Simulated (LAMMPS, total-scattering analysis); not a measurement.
## Total scattering from 67SiO2-13SnO2-20BaO (mol %) at 300 K

The model: classical molecular dynamics (LAMMPS) with the Morse and Coulomb pair potential with partial charges (Pedone, Malavasi, Menziani, Cormack and Segre, J. Phys. Chem. B 110, 11780 (2006)); 599 atoms; 599 atoms placed at random at 3.48 g/cm^3, melted at 4000 K for 8 ps, cooled at 200 K/ps. Composition: Si 24.0, Sn 4.5, Ba 7.2, O 64.3 atom %. Production: 20 frames 0.4 ps apart at 300 K, zero pressure.

The totals are in Faber–Ziman form. Below 4 Å⁻¹ the partials are summed on the cell's own reciprocal vectors (from 0.30 Å⁻¹) and folded with a Gaussian of σ = 0.07 Å⁻¹; above it they are transforms of g(r) out to 10.4 Å, tapered over the last 40 %. X-rays take neutral-atom form factors, neutrons coherent lengths (Si 4.15071, Sn 6.2239, Ba 5.07, O 5.8037 fm). G(r) = 4πrρ₀[g(r) − 1] carries the resolution of a Lorch-windowed transform up to 18 Å⁻¹. The patterns are simulated, not measured. The potential has fixed partial charges and no three-body term, so angles and changes of cation coordination with composition are its weak points, and some glasses come out too dense.

Predict the density, the maxima of S(Q) and G(r), and the first shells.

Density 3.536 g/cm³, ρ₀ = 0.0660 Å⁻³. Mean square displacements over the run: Si 0.05, Sn 0.04, Ba 0.32, O 0.08 Å²; the sample is rigid on the time of the run.

Maxima of S(Q), Q in Å⁻¹ (height): X-ray: 1.86 (1.97), 3.56 (0.98), 3.94 (1.29), 7.26 (1.08); neutron: 1.78 (1.13), 2.89 (1.12), 5.19 (1.39), 7.86 (1.14), 9.92 (1.06), 12.60 (1.13).

X-ray, Q (Å⁻¹) and value: 0.60 -0.57, 0.80 -0.55, 1.00 -0.47, 1.20 -0.33, 1.40 -0.03, 1.60 0.54, 1.80 1.89, 2.00 1.81, 2.20 1.40, 2.40 0.70, 2.60 0.49, 2.80 0.63, 3.00 0.70, 3.20 0.89, 3.40 0.90, 3.60 0.97, 3.80 1.06, 4.00 1.26, 4.20 1.14, 4.40 1.04, 4.60 1.00, 4.80 1.02, 5.00 1.06, 5.20 1.06, 5.40 1.05, 5.60 1.03, 5.80 1.01, 6.00 0.97, 6.20 0.93, 6.40 0.90, 6.60 0.89, 6.80 0.93, 7.00 1.02, 7.20 1.08, 7.40 1.07, 7.60 1.01, 7.80 0.98, 8.00 0.97, 8.20 0.98, 8.40 0.98, 8.60 1.00, 8.80 1.01, 9.00 1.03, 9.20 1.03, 9.40 1.03, 9.60 1.01, 9.80 1.00, 10.00 1.01

neutron, Q (Å⁻¹) and value: 0.60 0.31, 0.80 0.35, 1.00 0.35, 1.20 0.46, 1.40 0.45, 1.60 0.84, 1.80 1.13, 2.00 0.87, 2.20 0.66, 2.40 0.52, 2.60 0.81, 2.80 1.07, 3.00 1.05, 3.20 0.99, 3.40 0.84, 3.60 0.84, 3.80 0.80, 4.00 0.86, 4.20 0.90, 4.40 0.99, 4.60 1.08, 4.80 1.20, 5.00 1.33, 5.20 1.39, 5.40 1.31, 5.60 1.13, 5.80 0.96, 6.00 0.86, 6.20 0.82, 6.40 0.78, 6.60 0.77, 6.80 0.80, 7.00 0.86, 7.20 0.93, 7.40 1.01, 7.60 1.09, 7.80 1.14, 8.00 1.13, 8.20 1.08, 8.40 1.03, 8.60 1.00, 8.80 0.99, 9.00 0.99, 9.20 1.00, 9.40 1.02, 9.60 1.04, 9.80 1.05, 10.00 1.06

Maxima of G(r), r in Å (Å⁻²): X-ray: 1.60 (0.17), 2.01 (-0.37), 3.72 (1.38), 4.40 (0.66), 6.89 (0.35), 8.00 (0.17), 8.82 (-0.04); neutron: 1.61 (1.75), 2.64 (1.95), 4.13 (0.45), 5.01 (0.50), 7.41 (0.38).

```
 pair  first peak (Å)  g there  first minimum (Å)  g there                    neighbours  X-ray weight (f = Z)  neutron weight
 Si–O            1.61     20.3               2.06     0.00    4.0 O per Si, 1.5 Si per O                  0.16            0.26
 Sn–O            2.01     12.5               2.58     0.05    5.3 O per Sn, 0.4 Sn per O                  0.11            0.07
  O–O            2.61      5.5               3.40     0.63                           7.0                  0.12            0.48
 Ba–O            2.85      2.7               3.98     0.71   10.4 O per Ba, 1.2 Ba per O                  0.19            0.09
Si–Si            3.13      5.3               3.64     0.10                           3.0                  0.05            0.03
Si–Sn            3.49      5.0               3.96     0.17  0.8 Sn per Si, 4.3 Si per Sn                  0.07            0.02
Si–Ba            3.63      2.8               5.04     0.69  2.6 Ba per Si, 8.7 Si per Ba                  0.12            0.03
Sn–Sn            3.75      3.1               4.20     0.67                           1.1                  0.02            0.00
Ba–Ba            3.77      1.8               5.20     0.71                           2.4                  0.07            0.00
Sn–Ba            3.84      3.8               5.38     0.41  3.1 Ba per Sn, 1.9 Sn per Ba                  0.08            0.01
```

Bonded neighbours (only these pairs count: cutoffs Si–O 2.06 Å, Sn–O 2.58 Å, Ba–O 3.98 Å): Si: 4 100 %; Sn: 4 3.7 %, 5 58 %, 6 38 %; Ba: 6 0.6 %, 7 4.1 %, 8 12 %, 9 16 %, 10 16 %, 11 24 %, 12 14 %, 13 6.4 %, 14 4.7 %, 15 1.2 %; O: 2 25 %, 3 50 %, 4 23 %, 5 2.5 %. For Ba–O g doesn't fall to zero at the cutoff, so those shares hang on where it is put. Bridging oxygens per network former of four or fewer bonds: Si: Q1 6.2 %, Q2 21 %, Q3 46 %, Q4 26 %. Oxygen by network formers bound (Si, B, P, Ge and Al count): none 5.2 %, one 40 %, two 55 %. O–Si–O peak at 106°, Si–O–Si peak at 146° and O–Sn–O peak at 92°. These counts come from 4 frames.

Anions around each cation, with the position of the first peak: Ba 10.4 (Ba–O 2.85 Å, to 3.98 Å, a soft count), Sn 5.3 (Sn–O 2.01 Å, to 2.58 Å) and Si 4.0 (Si–O 1.61 Å, to 2.06 Å). The weights that differ most between the probes (X-ray, neutron): O–O 0.12 and 0.48, Si–O 0.16 and 0.26 and Si–Ba 0.12 and 0.03. At 2.89 Å⁻¹ neutrons show a peak (1.12) where X-rays give 0.62: term by term, w(S − 1) with f = Z as a rough X-ray weight: O–O +0.74 against +0.18, Si–O -0.69 against -0.42 and Si–Ba -0.03 against -0.16 (neutron against X-ray).

The first neutron maximum, at 1.78 Å⁻¹, has Q r₁ = 2.9 with the shortest distance r₁, far below the 7.7 of dense packing: it marks order on a period of 2π/Q = 3.5 Å, beyond the first neighbours.

[Logs are printed without paths, hosts, clocks, repeated set-up lines and the standing remarks that a program may print on its own settings, such as how far it seeks lower states.]
